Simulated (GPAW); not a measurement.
Consider SnO2 (Pnnm).

```xyz
6
Lattice="4.7880 0.0000 0.0000 0.0000 4.8666 0.0000 0.0000 0.0000 3.2409" Properties=species:S:1:pos:R:3 pbc="T T T"
Sn    0.0000    0.0000    0.0000
Sn    2.3940    2.4333    1.6204
O     3.3906    3.3042    0.0000
O     0.9966    3.9957    1.6204
O     3.7914    0.8709    1.6204
O     1.3974    1.5624    0.0000
```

Absorber: atom 3, with 3 Sn at 2.09 Å (distorted trigonal planar, site symmetry m). Method: GPAW, LDA, full core hole (charged cell), 12-atom cell with 5.8 Å between holes, 4×4×4 k points, dipole transitions, Gaussian full width 0.9 eV up to 4 eV, rising linearly to 3.5 eV at 25 eV.

Question: What does the O K edge look like?

Main maxima up to 24 eV above the zero (height): 3.9 eV (2.41) and 9.4 eV (2.75). A K edge sees empty p states on the absorber. The total-energy difference plus the lowest empty eigenvalue puts the zero at 532.60 eV. One term is added: -8.83 eV, since the hole is spin-paired here and a spin-polarised one costs that much less in the free atom (computed apart). The photon energy is then 523.76 eV. The functional and the charged cell's background leave an error in such absolute values: in the free atom LDA prices this hole 4.1 eV below PBE (computed apart), and PBE is itself good to a few eV.

The O K spectrum (energy from the lowest empty level; intensity scaled to a mean of 1 over the first 20 eV; polarised curves are means over the symmetry-equivalent atoms):

```csv
E (eV),isotropic,ε ∥ x,ε ∥ y,ε ∥ z
-2.0,0.00,0.00,0.00,0.00
-1.4,0.00,0.00,0.00,0.00
-0.8,0.00,0.00,0.00,0.00
-0.2,0.00,0.00,0.00,0.00
0.4,0.01,0.01,0.01,0.01
1.0,0.10,0.10,0.08,0.12
1.6,0.17,0.17,0.16,0.19
2.2,0.55,0.47,0.46,0.71
2.8,1.20,1.08,1.11,1.41
3.4,1.71,1.32,1.33,2.47
4.0,2.39,1.56,1.66,3.96
4.6,1.60,1.03,1.06,2.72
5.2,0.92,0.74,0.71,1.31
5.8,0.47,0.45,0.44,0.52
6.4,0.73,0.70,0.68,0.82
7.0,1.26,1.10,1.07,1.61
7.6,1.62,1.45,1.44,1.97
8.2,1.85,1.69,1.72,2.13
8.8,2.41,2.32,2.33,2.58
9.4,2.75,2.91,2.95,2.38
10.0,2.39,2.78,2.84,1.56
10.6,1.89,2.28,2.32,1.07
11.2,1.52,1.79,1.80,0.97
11.8,1.14,1.31,1.27,0.84
12.4,0.75,0.87,0.79,0.60
13.0,0.49,0.58,0.50,0.40
13.6,0.37,0.44,0.40,0.26
14.2,0.31,0.37,0.36,0.19
14.8,0.29,0.35,0.34,0.19
15.4,0.32,0.36,0.35,0.26
16.0,0.38,0.38,0.41,0.36
16.6,0.46,0.43,0.50,0.46
17.2,0.54,0.49,0.60,0.52
17.8,0.60,0.56,0.69,0.54
18.4,0.63,0.61,0.74,0.55
19.0,0.64,0.64,0.73,0.55
19.6,0.64,0.65,0.71,0.56
20.2,0.64,0.66,0.68,0.58
20.8,0.66,0.70,0.68,0.61
21.4,0.71,0.76,0.69,0.66
22.0,0.75,0.82,0.69,0.75
22.6,0.80,0.85,0.69,0.86
23.2,0.84,0.85,0.69,1.00
23.8,0.90,0.86,0.70,1.16
24.4,0.98,0.88,0.74,1.32
25.0,1.06,0.92,0.80,1.46
25.6,1.12,0.96,0.86,1.54
26.2,1.14,0.97,0.91,1.54
26.8,1.12,0.96,0.94,1.45
27.4,1.07,0.93,0.96,1.32
28.0,1.03,0.90,0.99,1.19
28.6,1.02,0.91,1.06,1.11
29.2,1.07,0.96,1.15,1.10
29.8,1.15,1.06,1.25,1.15
30.4,1.24,1.19,1.33,1.22
31.0,1.31,1.31,1.37,1.26
31.6,1.33,1.39,1.38,1.23
```

The holes are only 5.8 Å apart, so the shape is probably not converged with cell size; no larger cell was run here. The mesh is coarse (0.33 Å⁻¹ between points), so small maxima may be mesh ripples. The structure is a computed Materials Project entry and may be a hypothetical form.

[Banner, clock and machine lines of the logs are left out without a mark of their own.]

[Logs are printed without paths, hosts, clocks, repeated set-up lines and the standing remarks that a program may print on its own settings, such as how far it seeks lower states.]

[Hosts, paths, dates, database ids (printed as entryN), source tags and the programs' standing remarks are cut or masked in the printed files.]

[Lists of maxima count a maximum above −3 eV only where it reaches 4 % of the highest in the window and stands out from its surroundings by 2 % of it (1.5 % where it reaches 55 %); shoulders and weaker maxima are passed over, and of the rest the first, up to two pre-edge ones and the few strongest are named.]
